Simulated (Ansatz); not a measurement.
# La on Ti(0001): change of the work function

How does La on the top site change the work function of Ti(0001) as the layer fills?

Program: Ansatz 0.2.0. Level of theory: plane-wave DFT, PBE, Ansatz PAW. Results are calculated unless marked as measured.

Report form: the programs' logs are mostly left out.

**1. Starting point**

The cell holds 4 atoms: 4 Ti. Its edges and angles: a = 2.950 Å, b = 2.950 Å, c = 25.027 Å, α = 90.0°, β = 90.0°, γ = 60.0°. Vacuum lies along c.

**2. The clean slab**

The bare slab comes first, as the zero from which every change is counted. The two lowest layers are held at bulk places and the upper ones relax. The dipole correction removes the false field that a one-sided slab makes across the periodic vacuum, so each face gets a flat vacuum level of its own.

Contents of input.yaml:

```yaml
crystal:
  lattice:
    - [2.95, 0.0, 0.0]
    - [1.475, 2.5547749412, 0.0]
    - [0.0, 0.0, 25.0269]
  atoms:
    - { symbol: Ti, position: [0.6666666667, 0.6666666667, 0.3596130564] }
    - { symbol: Ti, position: [0.0, 0.0, 0.4532043521] }
    - { symbol: Ti, position: [0.6666666667, 0.6666666667, 0.5467956479] }
    - { symbol: Ti, position: [0.0, 0.0, 0.6403869436] }
kpoints:
  mp_grid: { grid: [12, 12, 1] }
hamiltonian:
  xc: pbe
scf:
  occupations: { method: fermi_dirac, width: 0.1 }
  convergence: { dr2_threshold: 1.0e-08 }
efield:
  axis: 3
  dipole_correction: true
  ramp_position: 0.97
  ramp_width: 0.06
relax:
  f_tol: 0.02
  max_steps: 60
  constraints: [{ sites: [0, 1] }]
output:
  write_potential: true
  write_density: true
  volumetric_format: npy
```

The run is started by

```sh
ansatz run input.yaml --threads 4 --pin off --max-ram 12288MiB --backend cpu --events-out ev --progress --plain --runs-dir out
```

It took 8.5 s on 4 threads of Arm Neoverse V2, shared host; peak memory 0.5 GiB.

The steps of the relaxation:

| step | energy less that of the first step (eV) | largest force component (eV/Å) |
| --- | --- | --- |
| 1 | 0.0000 | 0.6136 |
| 2 | -0.0393 | 0.4318 |
| 3 | -0.0561 | 0.0119 |

The run keeps the 6 symmetry operations that it works with, so distortions that break them were not tested.

The atoms that moved most (Å):

| atom | dx | dy | dz | length |
| --- | --- | --- | --- | --- |
| Ti4 | 0.000 | 0.000 | -0.106 | 0.106 |
| Ti3 | 0.000 | 0.000 | 0.068 | 0.068 |

Final coordinates:

```cif
data_structure
_symmetry_space_group_name_H-M 'P 1'
_symmetry_Int_Tables_number 1
_cell_length_a 2.9500
_cell_length_b 2.9500
_cell_length_c 25.0269
_cell_angle_alpha 90.000
_cell_angle_beta 90.000
_cell_angle_gamma 60.000
_cell_volume 188.62
loop_
_atom_site_label
_atom_site_type_symbol
_atom_site_fract_x
_atom_site_fract_y
_atom_site_fract_z
_atom_site_occupancy
Ti1 Ti 0.66667 0.66667 0.35961 1
Ti2 Ti 0.00000 0.00000 0.45320 1
Ti3 Ti 0.66667 0.66667 0.54951 1
Ti4 Ti 0.00000 0.00000 0.63617 1
```

Numbers from this step:

| Quantity | Value |
| --- | --- |
| energy at zero smearing | -9996.7499 eV |
| work function, upper face | 4.373 eV |
| work function, lower face | 4.423 eV |
| dipole along the normal | 0.002103 e·Å |
| step between the vacuum levels | -0.05050 eV |

Running mean over 2.342 Å of the planar mean; the ramp of the sawtooth is left out. Electron's electrostatic potential energy less the Fermi level against z:

| z (Å) | electron's electrostatic potential energy less the Fermi level (eV) |
| --- | --- |
| 3.5 | 4.42 |
| 4.0 | 4.42 |
| 4.5 | 4.42 |
| 5.0 | 4.40 |
| 5.5 | 4.36 |
| 6.0 | 4.24 |
| 6.5 | 3.89 |
| 7.0 | 2.89 |
| 7.5 | 0.393 |
| 8.0 | -3.13 |
| 8.5 | -5.88 |
| 9.0 | -6.74 |
| 9.5 | -6.71 |
| 10.0 | -6.59 |
| 10.5 | -6.56 |
| 11.0 | -6.58 |
| 11.5 | -6.56 |
| 12.0 | -6.38 |
| 12.5 | -6.24 |
| 13.0 | -6.32 |
| 13.5 | -6.57 |
| 14.0 | -6.94 |
| 14.5 | -7.53 |
| 15.0 | -7.68 |
| 15.5 | -7.32 |
| 16.0 | -6.81 |
| 16.5 | -5.57 |
| 17.0 | -2.61 |
| 17.5 | 0.849 |
| 18.0 | 3.07 |
| 18.5 | 3.92 |
| 19.0 | 4.22 |
| 19.5 | 4.32 |
| 20.0 | 4.36 |
| 20.5 | 4.37 |
| 21.0 | 4.37 |
| 21.5 | 4.37 |

The relaxation took 3 steps and lowered the energy by 0.056 eV; the largest force on the free atoms ends at 0.012 eV/Å.

The work function of the upper face is 4.37 eV.

**3. The covered slab, k-mesh 4×4×1, coverage 0.111 ML**

System of this step: La/Ti(0001). The cell holds 37 atoms: 36 Ti and 1 La. Its edges and angles: a = 8.850 Å, b = 8.850 Å, c = 28.775 Å, α = 90.0°, β = 90.0°, γ = 60.0°. Vacuum lies along c.

The clean slab as it ended is repeated in the plane and the adsorbate is set on one face; the cell's size fixes the coverage, and the k-mesh shrinks with it to keep the sampling density about even. Adsorbate and upper layers relax, since the dipole depends on the height.

Contents of input.yaml:

```yaml
crystal:
  lattice:
    - [8.8500000001, 0.0, 0.0]
    - [4.425, 7.6643248235, 0.0]
    - [0.0, 0.0, 28.7747788335]
  atoms:
    - { symbol: Ti, position: [0.2222222222, 0.2222222222, 0.312773907] }
    - { symbol: Ti, position: [0.0, 0.0, 0.3941750539] }
    - { symbol: Ti, position: [0.2222222222, 0.2222222222, 0.4779395189] }
    - { symbol: Ti, position: [0.0, 0.0, 0.5533067318] }
    - { symbol: Ti, position: [0.2222222222, 0.5555555556, 0.312773907] }
    - { symbol: Ti, position: [0.0, 0.3333333333, 0.3941750539] }
    - { symbol: Ti, position: [0.2222222222, 0.5555555556, 0.4779395189] }
    - { symbol: Ti, position: [0.0, 0.3333333333, 0.5533067318] }
[... 25 atom lines left out ...]
    - { symbol: Ti, position: [0.6666666667, 0.6666666667, 0.3941750539] }
    - { symbol: Ti, position: [0.8888888889, 0.8888888889, 0.4779395189] }
    - { symbol: Ti, position: [0.6666666667, 0.6666666667, 0.5533067318] }
    - { symbol: La, position: [0.0, 0.0, 0.687226093] }
kpoints:
  mp_grid: { grid: [4, 4, 1] }
hamiltonian:
  xc: pbe
scf:
  occupations: { method: fermi_dirac, width: 0.1 }
  convergence: { dr2_threshold: 1.0e-08 }
efield:
  axis: 3
  dipole_correction: true
  ramp_position: 0.97
  ramp_width: 0.06
relax:
  f_tol: 0.02
  max_steps: 60
  constraints:
    - { sites: [0, 1, 4, 5, 8, 9, 12, 13, 16, 17, 20, 21, 24, 25, 28, 29, 32, 33] }
output:
  bader: true
  write_potential: true
  write_density: true
  volumetric_format: npy
```

Run time: 27 min. Hardware: 4 threads; peak memory 8.5 GiB.

Relaxation path:

| step | energy less that of the first step (eV) | largest force component (eV/Å) |
| --- | --- | --- |
| 1 | 0.0000 | 2.0863 |
| 2 | -0.4770 | 2.2852 |
| 3 | -0.9526 | 2.3705 |
| 4 | -1.4242 | 2.3316 |
| 5 | -1.8994 | 2.0082 |
| 6 | -2.2767 | 1.5199 |
| 7 | -2.5427 | 0.8480 |
| 8 | -2.6952 | 0.2309 |
| 9 | -2.7195 | 0.1799 |
| 10 | -2.7331 | 0.0175 |

Forces are held to the 6 operations that the run works with; a distortion that breaks them can't arise in this run.

The atoms that moved most (Å):

| atom | dx | dy | dz | length |
| --- | --- | --- | --- | --- |
| La37 | 0.000 | 0.000 | -1.495 | 1.495 |
| Ti4 | 0.000 | 0.000 | -0.301 | 0.301 |
| Ti11 | 0.078 | -0.045 | -0.105 | 0.138 |
| Ti35 | -0.078 | -0.045 | -0.105 | 0.138 |
| Ti27 | 0.000 | 0.090 | -0.105 | 0.138 |
| Ti32 | 0.060 | -0.066 | 0.062 | 0.108 |
| Ti12 | 0.027 | 0.085 | 0.062 | 0.108 |
| Ti8 | -0.060 | -0.066 | 0.062 | 0.108 |

Final coordinates:

```xyz
37
Lattice="8.8500 0.0000 0.0000 4.4250 7.6643 0.0000 0.0000 0.0000 28.7748" Properties=species:S:1:pos:R:3
Ti    2.9500    1.7032    9.0000
Ti    0.0000    0.0000   11.3423
Ti    2.9079    1.6789   13.7772
Ti    0.0000    0.0000   15.6199
Ti    4.4250    4.2580    9.0000
Ti    1.4750    2.5548   11.3423
Ti    4.4250    4.3066   13.7772
Ti    1.4150    2.4888   15.9829
Ti    5.9000    6.8127    9.0000
Ti    2.9500    5.1095   11.3423
Ti    5.9776    6.7679   13.6481
Ti    2.9771    5.1945   15.9829
Ti    5.9000    1.7032    9.0000
Ti    2.9500    0.0000   11.3423
Ti    5.9421    1.6789   13.7772
Ti    2.8629   -0.0190   15.9829
Ti    7.3750    4.2580    9.0000
Ti    4.4250    2.5548   11.3423
Ti    7.3595    4.2490   13.7936
Ti    4.4250    2.5548   15.9207
Ti    8.8500    6.8127    9.0000
Ti    5.9000    5.1095   11.3423
Ti    8.8500    6.8307   13.7936
Ti    5.8729    5.1945   15.9829
Ti    8.8500    1.7032    9.0000
Ti    5.9000    0.0000   11.3423
Ti    8.8500    1.7928   13.6481
Ti    5.9871   -0.0190   15.9829
Ti   10.3250    4.2580    9.0000
Ti    7.3750    2.5548   11.3423
Ti   10.3405    4.2490   13.7936
Ti    7.4350    2.4888   15.9829
Ti   11.8000    6.8127    9.0000
Ti    8.8500    5.1095   11.3423
Ti   11.7224    6.7679   13.6481
Ti    8.8500    5.1095   15.9995
La    0.0000    0.0000   18.2801
```

Numbers from this step:

```
energy at zero smearing        : -96221.7795 eV
work function, upper face      : 2.959 eV
work function, lower face      : 4.415 eV
dipole along the normal        : 0.5458 e·Å
step between the vacuum levels : -1.456 eV
```

Running mean over 2.342 Å of the planar mean; the ramp of the sawtooth is left out. The electron's electrostatic potential energy less the Fermi level by z:

| z (Å) | electron's electrostatic potential energy less the Fermi level (eV) |
| --- | --- |
| 4 | 4.41 |
| 5 | 4.40 |
| 6 | 4.23 |
| 7 | 2.88 |
| 8 | -3.13 |
| 9 | -6.74 |
| 10 | -6.59 |
| 11 | -6.58 |
| 12 | -6.44 |
| 13 | -6.37 |
| 14 | -6.91 |
| 15 | -7.43 |
| 16 | -6.70 |
| 17 | -3.52 |
| 18 | 0.770 |
| 19 | 1.63 |
| 20 | 2.54 |
| 21 | 2.90 |
| 22 | 2.95 |
| 23 | 2.96 |
| 24 | 2.96 |
| 25 | 2.96 |

The relaxation took 10 steps and lowered the energy by 2.7 eV; the largest force on the free atoms ends at 0.017 eV/Å.

The covered face has 2.96 eV, -1.41 eV against the clean one; the bare back face has moved by -0.01 eV, a measure of how thin the slab is.

**4. Adsorbate added, k-mesh 6×6×1, coverage 0.25 ML**

System of this step: La/Ti(0001). The cell holds 17 atoms: 16 Ti and 1 La. Cell: a = 5.900 Å, b = 5.900 Å, c = 28.775 Å, α = 90.0°, β = 90.0°, γ = 60.0°. Vacuum lies along c.

Another coverage, to see how the dipoles act on each other as their distance changes.

Contents of input.yaml:

```yaml
crystal:
  lattice:
    - [5.9, 0.0, 0.0]
    - [2.95, 5.1095498824, 0.0]
    - [0.0, 0.0, 28.7747788335]
  atoms:
    - { symbol: Ti, position: [0.3333333333, 0.3333333333, 0.312773907] }
    - { symbol: Ti, position: [0.0, 0.0, 0.3941750539] }
    - { symbol: Ti, position: [0.3333333333, 0.3333333333, 0.4779395189] }
    - { symbol: Ti, position: [0.0, 0.0, 0.5533067318] }
    - { symbol: Ti, position: [0.3333333333, 0.8333333333, 0.312773907] }
    - { symbol: Ti, position: [0.0, 0.5, 0.3941750539] }
    - { symbol: Ti, position: [0.3333333333, 0.8333333333, 0.4779395189] }
    - { symbol: Ti, position: [0.0, 0.5, 0.5533067318] }
    - { symbol: Ti, position: [0.8333333333, 0.3333333333, 0.312773907] }
    - { symbol: Ti, position: [0.5, 0.0, 0.3941750539] }
    - { symbol: Ti, position: [0.8333333333, 0.3333333333, 0.4779395189] }
    - { symbol: Ti, position: [0.5, 0.0, 0.5533067318] }
    - { symbol: Ti, position: [0.8333333333, 0.8333333333, 0.312773907] }
    - { symbol: Ti, position: [0.5, 0.5, 0.3941750539] }
    - { symbol: Ti, position: [0.8333333333, 0.8333333333, 0.4779395189] }
    - { symbol: Ti, position: [0.5, 0.5, 0.5533067318] }
    - { symbol: La, position: [0.0, 0.0, 0.687226093] }
kpoints:
  mp_grid: { grid: [6, 6, 1] }
hamiltonian:
  xc: pbe
scf:
  occupations: { method: fermi_dirac, width: 0.1 }
  convergence: { dr2_threshold: 1.0e-08 }
efield:
  axis: 3
  dipole_correction: true
  ramp_position: 0.97
  ramp_width: 0.06
relax:
  f_tol: 0.02
  max_steps: 60
  constraints: [{ sites: [0, 1, 4, 5, 8, 9, 12, 13] }]
output:
  bader: true
  dos: { projected: true, e_range: [-8, 4] }
  write_potential: true
  write_density: true
  volumetric_format: npy
  elf: true
```

Run time: 5.6 min. Hardware: 4 threads; peak memory 3 GiB.

Step by step:

| step | energy less that of the first step (eV) | largest force component (eV/Å) |
| --- | --- | --- |
| 1 | 0.0000 | 1.6482 |
| 2 | -0.4157 | 1.8979 |
| 3 | -0.8346 | 2.1137 |
| 4 | -1.3083 | 2.1143 |
| 5 | -1.7298 | 1.9175 |
| 6 | -2.0891 | 1.4731 |
| 7 | -2.3473 | 0.9548 |
| 8 | -2.4736 | 0.1891 |
| 9 | -2.4924 | 0.0789 |
| 10 | -2.4962 | 0.0375 |
| 11 | -2.4968 | 0.0091 |

Forces are held to the 6 operations that the run works with; a distortion that breaks them can't arise in this run.

The atoms that moved most (Å):

| atom | dx | dy | dz | length |
| --- | --- | --- | --- | --- |
| La17 | 0.000 | 0.000 | -1.476 | 1.476 |
| Ti4 | 0.000 | 0.000 | -0.236 | 0.236 |
| Ti16 | 0.001 | 0.000 | 0.147 | 0.147 |
| Ti8 | -0.001 | 0.000 | 0.147 | 0.147 |
| Ti12 | 0.000 | -0.001 | 0.147 | 0.147 |
| Ti3 | 0.000 | 0.000 | 0.085 | 0.085 |
| Ti15 | -0.051 | -0.029 | -0.052 | 0.078 |
| Ti11 | 0.000 | 0.059 | -0.052 | 0.078 |

Final coordinates:

```cif
data_structure
_symmetry_space_group_name_H-M 'P 1'
_symmetry_Int_Tables_number 1
_cell_length_a 5.9000
_cell_length_b 5.9000
_cell_length_c 28.7748
_cell_angle_alpha 90.000
_cell_angle_beta 90.000
_cell_angle_gamma 60.000
_cell_volume 867.45
loop_
_atom_site_label
_atom_site_type_symbol
_atom_site_fract_x
_atom_site_fract_y
_atom_site_fract_z
_atom_site_occupancy
Ti1 Ti 0.33333 0.33333 0.31277 1
Ti2 Ti 0.00000 0.00000 0.39418 1
Ti3 Ti 0.33333 0.33333 0.48090 1
Ti4 Ti 0.00000 0.00000 0.54512 1
Ti5 Ti 0.33333 0.83333 0.31277 1
Ti6 Ti 0.00000 0.50000 0.39418 1
Ti7 Ti 0.34484 0.82758 0.47614 1
Ti8 Ti 0.99983 0.50009 0.55842 1
Ti9 Ti 0.83333 0.33333 0.31277 1
Ti10 Ti 0.50000 0.00000 0.39418 1
Ti11 Ti 0.82758 0.34484 0.47614 1
Ti12 Ti 0.50009 0.99983 0.55842 1
Ti13 Ti 0.83333 0.83333 0.31277 1
Ti14 Ti 0.50000 0.50000 0.39418 1
Ti15 Ti 0.82758 0.82758 0.47614 1
Ti16 Ti 0.50009 0.50009 0.55842 1
La17 La 0.00000 0.00000 0.63595 1
```

This step gave:

```
energy at zero smearing        : -46238.0720 eV
work function, upper face      : 2.493 eV
work function, lower face      : 4.416 eV
dipole along the normal        : 0.3203 e·Å
step between the vacuum levels : -1.923 eV
```

Running mean over 2.342 Å of the planar mean; the ramp of the sawtooth is left out. Table of electron's electrostatic potential energy less the Fermi level by z:

z (Å), electron's electrostatic potential energy less the Fermi level (eV) and a bar from the least value:
```
      3.5       4.41 ##############################
      4.0       4.41 ##############################
      4.5       4.41 ##############################
      5.0       4.40 ##############################
      5.5       4.36 ##############################
      6.0       4.23 ##############################
      6.5       3.88 #############################
      7.0       2.88 ##########################
      7.5       0.38 ####################
      8.0      -3.13 ##########
      8.5      -5.88 ###
      9.0      -6.74 #
      9.5      -6.70 #
     10.0      -6.59 #
     10.5      -6.56 ##
     11.0      -6.58 #
     11.5      -6.58 #
     12.0      -6.45 ##
     12.5      -6.35 ##
     13.0      -6.39 ##
     13.5      -6.58 #
     14.0      -6.86 #
     14.5      -7.15 
     15.0      -7.12 
     15.5      -6.81 #
     16.0      -6.55 ##
     16.5      -6.04 ###
     17.0      -4.64 ######
     17.5      -2.88 ###########
     18.0      -1.86 ##############
     18.5      -1.54 ###############
     19.0      -0.94 ################
     19.5       0.15 ###################
     20.0       1.31 ######################
     20.5       2.02 ########################
     21.0       2.30 #########################
     21.5       2.41 #########################
     22.0       2.46 #########################
     22.5       2.48 #########################
     23.0       2.49 #########################
     23.5       2.49 #########################
     24.0       2.49 #########################
     24.5       2.49 #########################
     25.0       2.49 #########################
     25.5       2.49 #########################
```

The density of states has structure finer than the step of the table below, so its rows give means over 0.5 eV, whole bins alone (the curve runs from -8 to 1.56 eV). Peaks (eV: height): -0.72: 79.7, 1.08: 68.6, 1.14: 81.2, 1.23: 85.7, 1.29: 102, 1.35: 72.2, 1.44: 128.

Table of density of states by energy, zero at the Fermi level; means over each step:

energy (eV), density of states (states/eV a cell) and a bar:
```
     -6.0          0 
     -5.5          1 #
     -5.0          1 #
     -4.5          3 ##
     -4.0          2 ##
     -3.5          5 ###
     -3.0          6 ####
     -2.5         11 #######
     -2.0         17 ###########
     -1.5         18 ############
     -1.0         26 ##################
     -0.5         28 ##################
      0.0         30 ####################
      0.5         36 ########################
      1.0         45 ##############################
```

Projected DOS per atom over height of the atomic layer and energy from the Fermi level. Layers: Ti4 Ti4 Ti4 Ti4 La from below.

Values in states/eV, 22 rows by 5 columns, each cell a mean:
```
 1.9  1.7  2.0  1.9 28.7
 1.8  2.1  2.2  2.2  6.7
 2.5  1.8  1.6  1.9  2.0
 2.7  1.4  1.2  1.4  1.2
 1.6  1.0  0.9  1.5  2.3
 1.9  1.8  1.8  1.9  2.5
 1.1  1.0  1.1  1.4  1.1
 1.1  1.4  1.4  1.0  0.4
 0.8  1.1  1.2  0.8  0.3
 0.5  0.7  0.7  0.5  0.2
 0.3  0.4  0.4  0.3  0.1
 0.3  0.3  0.3  0.3  0.1
 0.2  0.2  0.2  0.2  0.0
 0.2  0.2  0.2  0.1  0.0
 0.1  0.1  0.1  0.1  0.0
 0.0  0.1  0.1  0.0  0.0
 0.0  0.1  0.1  0.0  0.0
 0.0  0.0  0.0  0.0  0.0
 0.0  0.0  0.0  0.0  0.0
 0.0  0.0  0.0  0.0  0.0
 0.0  0.0  0.0  0.0  0.0
 0.0  0.0  0.0  0.0  0.0
```
Columns: height of the atomic layer (Å) from 9 to 18.3; rows upwards: energy from the Fermi level (eV) from -7.96 to 1.54.

Electrostatic potential energy in the ca plane at fractional y = 0.000, with atoms of Ti and La within 0.2 Å of it. With pseudopotentials it is smooth inside the atoms' cores, unlike the true potential.

Ten even steps from '0' (-36 eV) to '9' (6 eV), each cell a mean:
```
99984000279999973000376102005899999999999999
88987322589988886323687400036899999999999999
67898767899877888767898754568899999999999999
46899988998755789999999987889999999999999999
56899888998765789988899999999999999999999999
78898545789877899754579999999999999999999999
89985101479999998510148999999999999999999999
99983000279999997300027999999999999999999999
99984000379999998300037999999999999999999999
88987322589888898632368999999999999999999999
67898767898866789876789999999999999999999999
46899988998755789999999988899999999999999999
56899888998766788888999876678999999999999999
78898545789888887545788621257899999999999999
89985101479999984101576200016899999999999999
99983000279999973000365006104789999999999999
```
Columns run along c (16.0 Å, from fractional 0.32 to 0.88 of the cell; values clipped at the 3rd and 97th percentile), rows up along a (5.9 Å). Atoms in or near the plane, at fractional coordinates: Ti at (0.39, 0.00), Ti at (0.55, 0.00), Ti at (0.39, 0.50), Ti at (0.56, 0.50), La at (0.64, 0.00).

ELF in the ca plane at fractional y = 0.000, with atoms of Ti and La within 0.2 Å of it. It is the smooth field of the valence electrons, not physical close to the nuclei.

Ten even steps from '0' (0.00) to '9' (0.84), each cell a mean:
```
67624636524667634636414862598310000000000000
23421465223323422565224898996210000000000000
21232121233111122112354468874111000000000000
31145323452122124323565222321111100000000000
21244222342122124322234310001111000000000000
12331243123211233134311221111110000000000000
45522666424544662366631122221110000000000000
78624604625788872550561123332110000000000000
67624636524666762463651123322110000000000000
23421465223322342256521222111110000000000000
21232121232111134212223311001111000000000000
31145323452122124433455211111111000000000000
21244222342112123212464345652111100000000000
12331243123212222343234689995210000000000000
45522666413545533666314885897310000000000000
78624604624678735405514840398310000000000000
```
Columns run along c (16.0 Å, from fractional 0.32 to 0.88 of the cell), rows up along a (5.9 Å). Atoms in or near the plane, at fractional coordinates: Ti at (0.39, 0.00), Ti at (0.55, 0.00), Ti at (0.39, 0.50), Ti at (0.56, 0.50), La at (0.64, 0.00).

Valence density in the ca plane at fractional y = 0.000, with atoms of Ti and La within 0.2 Å of it. It is the smooth field of the valence electrons, not physical close to the nuclei.

Values in units of 1e0 e/Å³, 9 rows by 16 columns, each cell a mean:
```
0.2 0.8 4.9 0.4 0.2 0.3 4.5 1.5 1.0 1.5 0.4 0.0 0.0 0.0 0.0 0.0
0.3 0.2 0.4 0.2 0.3 0.2 0.4 0.2 0.3 0.6 0.1 0.0 0.0 0.0 0.0 0.0
0.4 0.2 0.2 0.2 0.4 0.3 0.2 0.2 0.1 0.1 0.0 0.0 0.0 0.0 0.0 0.0
0.2 0.6 3.5 0.4 0.2 0.2 1.7 2.5 0.1 0.0 0.0 0.0 0.0 0.0 0.0 0.0
0.2 1.3 7.6 0.7 0.2 0.2 3.8 5.5 0.1 0.0 0.0 0.0 0.0 0.0 0.0 0.0
0.2 0.4 1.7 0.3 0.2 0.2 0.9 1.2 0.1 0.0 0.0 0.0 0.0 0.0 0.0 0.0
0.4 0.2 0.2 0.2 0.4 0.3 0.2 0.2 0.1 0.1 0.0 0.0 0.0 0.0 0.0 0.0
0.3 0.3 0.9 0.2 0.3 0.2 0.9 0.4 0.5 0.9 0.2 0.0 0.0 0.0 0.0 0.0
0.2 1.2 6.9 0.6 0.2 0.4 6.3 2.1 1.1 1.5 0.5 0.0 0.0 0.0 0.0 0.0
```
Columns run along c (16.0 Å, from fractional 0.32 to 0.88 of the cell), rows up along a (5.9 Å). Atoms in or near the plane, at fractional coordinates: Ti at (0.39, 0.00), Ti at (0.55, 0.00), Ti at (0.39, 0.50), Ti at (0.56, 0.50), La at (0.64, 0.00).

The relaxation took 11 steps and lowered the energy by 2.5 eV; the largest force on the free atoms ends at 0.0091 eV/Å.

By hand: a sheet of dipoles makes a step −p/(ε₀A) in the electron's potential. With e/ε₀ = 180.95 V·Å, p = 0.3203 e·Å and A = 30.15 Å², that is −180.95 × (0.3203) / 30.15 = -1.923 eV, and the two vacuum levels of the run differ by -1.923 eV.

The covered face has 2.49 eV, -1.88 eV against the clean one; the bare back face has moved by -0.01 eV, a measure of how thin the slab is.

[end of part 1 of 2]

[Logs are printed without paths, hosts, clocks, repeated set-up lines and the standing remarks that a program may print on its own settings, such as how far it seeks lower states.]

[Hosts, paths, dates, database ids (printed as entryN), source tags and the programs' standing remarks are cut or masked in the printed files.]

[Maps of the electrostatic potential energy from Ansatz leave out the sawtooth potential of an applied field or a dipole correction, so their vacuum need not be flat; planar profiles and work functions include it.]

[The density of states shown here was stored with 400 of the rows of the run's finer table, so its peaks can read low, often by over a quarter, or be missed, and its means over a window can be off by a tenth or more.]
